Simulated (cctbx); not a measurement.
# PrFeRu: solution and refinement

Cell a = 7.1590 Å, b = 4.5100 Å, c = 7.1680 Å, α = 90.00°, β = 90.00°, γ = 90.00°; space group Pnma (no. 62); content Pr4 Ru4 Fe4.

Simulated single-crystal data (cctbx): Cu Kα, λ = 1.54184 Å, to d = 0.8 Å, 95 % of the full sphere, strongest reflection 70000 counts, noise from counting, a 2 % proportional error and a noise floor of 8 counts (s.d.); no absorption.

2 earlier starts (other random phases, and plain and normalised amplitudes in turn) led nowhere (symmetry correlation 0.84 and 0.80).

Charge flipping in P1 on normalised amplitudes to 0.8 Å, δ = 0.9 σ, 10 % of the reflections treated as weak, 300 cycles:

```text
cycle      R  skewness
    0  0.588     0.20
   25  0.396     1.72
   50  0.409     1.80
   75  0.417     2.29
  100  0.433     2.83
  125  0.449     2.90
  150  0.444     3.16
  175  0.430     3.48
  200  0.433     3.32
  225  0.433     3.71
  250  0.432     3.41
  275  0.430     3.49
origin shift          correlation  skewness
 0.374  0.390  0.230      0.919      3.19
 0.359  0.387  0.316      0.928      5.13
 0.175  0.401  0.232      0.860      3.95
 0.175  0.402  0.315      0.869      2.46
taken: symmetry correlation 0.928, skewness 5.13
peak      x       y       z  mult  height/sigma
Q1    0.0054  0.2500  0.1797    4     14.7
Q2    0.1885  0.7500  0.3853    4      8.0
Q3    0.1774  0.2500  0.6037    4      5.9
Q4    0.1294  0.2500  0.8985    4      2.7
Q5    0.1823  0.7500  0.2440    4      2.5
Q6    0.0345  0.7500  0.4025    4      2.4
Q7    0.1715  0.2500  0.7748    4      1.8
Q8    0.1223  0.7500  0.9675    4      1.3
```

The origin is taken among those within 0.04 of the best correlation, by the skewness of the map.

It took 0.29 s on 1 thread of Arm Neoverse V2 (shared host), peak memory 0.07 GiB.

**Question.** Which peaks are atoms, and which elements?

Heights go roughly as Z and multiplicities must add up to the content. First model: Q1 = Pr1 (4 in the cell, height 14.7), Q2 = Ru1 (4 in the cell, height 8.0) and Q3 = Fe1 (4 in the cell, height 5.9). Against the true structure, Q1 is Pr, Q2 is Ru and Q3 is Fe; the other peaks are not atoms.

Least squares on F², isotropic:

```text
Rint 0.018, 267 unique reflections to 0.80 A
cycle     R1     wR2    GooF  max shift (A)
   1  0.2545  0.5468  37.261   0.23314
   2  0.0123  0.0318   2.169   0.00036
final R1 0.0123 wR2 0.0318 GooF 2.167  parameters 9  data/parameter 29.7
atom        x        y        z      Ueq    occ   su(xyz)  su(Uiso or U11)
Pr1    0.00519  0.25000  0.17760   0.0062  1.000  0.00004  0.0001
Ru1    0.19993  0.75000  0.39050   0.0080  1.000  0.00006  0.0001
Fe1    0.16500  0.25000  0.57362   0.0105  1.000  0.00013  0.0002
difference map: max 1.31 min -1.03 rms 0.18
Q1    0.0314  0.7500  0.7662    4    1.40  0.48 A from Pr1
Q2    0.0497  0.2500  0.1233    4    1.35  0.50 A from Pr1
Q3    0.1721  0.2500  0.5106    4    1.16  0.45 A from Fe1
Q4    0.1585  0.2500  0.6504    4    0.91  0.55 A from Fe1
Q5    0.1602  0.7500  0.8518    4    0.52  1.20 A from Pr1
```

Anisotropic refinement:

```text
Rint 0.018, 267 unique reflections to 0.80 A
cycle     R1     wR2    GooF  max shift (A)
   1  0.0123  0.0319   2.209   0.00176
   2  0.0064  0.0146   1.016   0.00000
final R1 0.0064 wR2 0.0146 GooF 1.016  parameters 18  data/parameter 14.8
atom        x        y        z      Ueq    occ   su(xyz)  su(Uiso or U11)
Pr1    0.00520  0.25000  0.17762   0.0062  1.000  0.00002  0.0001
Ru1    0.19989  0.75000  0.39050   0.0079  1.000  0.00003  0.0001
Fe1    0.16484  0.25000  0.57344   0.0102  1.000  0.00006  0.0002
difference map: max 0.30 min -0.35 rms 0.10
Q1    0.1502  0.1284  0.1674    8    0.31  1.18 A from Pr1
Q2    0.0165  0.2500  0.6488    4    0.31  1.19 A from Fe1
Q3    0.1722  0.7500  0.8526    4    0.29  1.29 A from Pr1
Q4    0.2087  0.2500  0.1100    4    0.28  1.54 A from Pr1
Q5    0.0787  0.1207  0.8167    8    0.28  1.77 A from Ru1
Q6    0.0401  0.7500  0.6161    4    0.27  1.51 A from Pr1
```

**Reading.** The refinement ends at R1 = 0.0064, wR2 = 0.0146, GooF = 1.02, with difference density between -0.35 and 0.30 e/Å³. Every site matches the true model in element, within 0.001 Å r.m.s., up to an allowed shift of origin.

True model:

```
atom  mult.       x    y       z  Ueq (Å²)
 Pr1      4  0.9948  3/4  0.8224    0.0063
 Ru1      4  0.1999  3/4  0.3905    0.0080
 Fe1      4  0.8352  3/4  0.4265    0.0103
```

This is a model crystal, built by substitution and not relaxed, with assumed displacement parameters.

[Middle refinement cycles are left out of these outputs.]

[Logs are printed without paths, hosts, clocks, repeated set-up lines and the standing remarks that a program may print on its own settings, such as how far it seeks lower states.]
